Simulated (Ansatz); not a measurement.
**SiC (P6_3mc): refractive index against wavelength**

The refractive index of SiC (P6_3mc) along x below the direct gap (4.08 eV on the mesh) is read from one computed spectrum, n = √(Re ε). x, y and z are the Cartesian axes of the input cell.

The structure is hexagonal, space group P6_3mc (No. 186). The conventional cell has a = 3.076 Å, b = 3.076 Å, c = 5.048 Å, α = 90.00°, β = 90.00°, γ = 120.00°. Si on site b is surrounded by 4 C at 1.87 to 1.94 Å. C on site b has 4 Si at 1.87 to 1.94 Å as nearest neighbours.

Method: Ansatz 0.2.0, PBE, independent particles, k-mesh 12×12×5 with interpolation inside its cells, Gaussian parameter 0.15 eV.

Launch of the response step: `ansatz run input.yaml --threads 4 --pin off --max-ram 8192MiB --backend cpu --events-out ev --progress --plain --runs-dir out`. The run took 14 s, on 4 threads of Arm Neoverse V2 (shared host).

| wavelength (nm) | photon energy E (eV) | n |
| --- | --- | --- |
| 1310 | 0.946 | 2.6853 |
| 1064 | 1.165 | 2.6955 |
| 850 | 1.459 | 2.7128 |
| 700 | 1.771 | 2.7364 |
| 633 | 1.959 | 2.7532 |
| 532 | 2.331 | 2.7936 |
| 450 | 2.755 | ? |

In the single-oscillator model n² − 1 = E₀E_d/(E₀² − E²), so 1/(n² − 1) = E₀/E_d − E²/(E₀E_d) is linear in E².

Working, on the rows shown:

| x = E² (eV²) | y = 1/(n² − 1) |
| --- | --- |
| 0.895757 | 0.161009 |
| 1.35784 | 0.159599 |
| 2.12762 | 0.15725 |
| 3.13716 | 0.154133 |
| 3.83641 | 0.151973 |
| 5.43137 | 0.146968 |

Means: x̄ = 2.7977, ȳ = 0.15516. Σ(x − x̄)(y − ȳ) = -0.04415, Σ(x − x̄)² = 14.27. Slope = -0.04415 / 14.27 = -0.003094; intercept = ȳ − slope · x̄ = 0.16381. Turned back into n, the line misses the rows shown by at most 0.00032.

What does the fit predict for the withheld row, and how well does it do?

At x = 7.5912 the line gives y = 0.14033, that is 2.8507. The run gave 2.8528, so the extrapolation is off by 0.0021, 1.3 % of the range in the table.

Refitted with all rows, the slope is -0.003123 and the intercept 0.16388. These give E₀ = √(intercept/−slope) = 7.24 eV and E_d = E₀/intercept = 44.2 eV; E₀ is 1.8 times the direct gap. The electronic limit at long wavelengths, without lattice vibrations, is n = √(1 + 1/intercept) = 2.665. Excitons are left out and so are local fields; PBE gaps are as a rule too small.
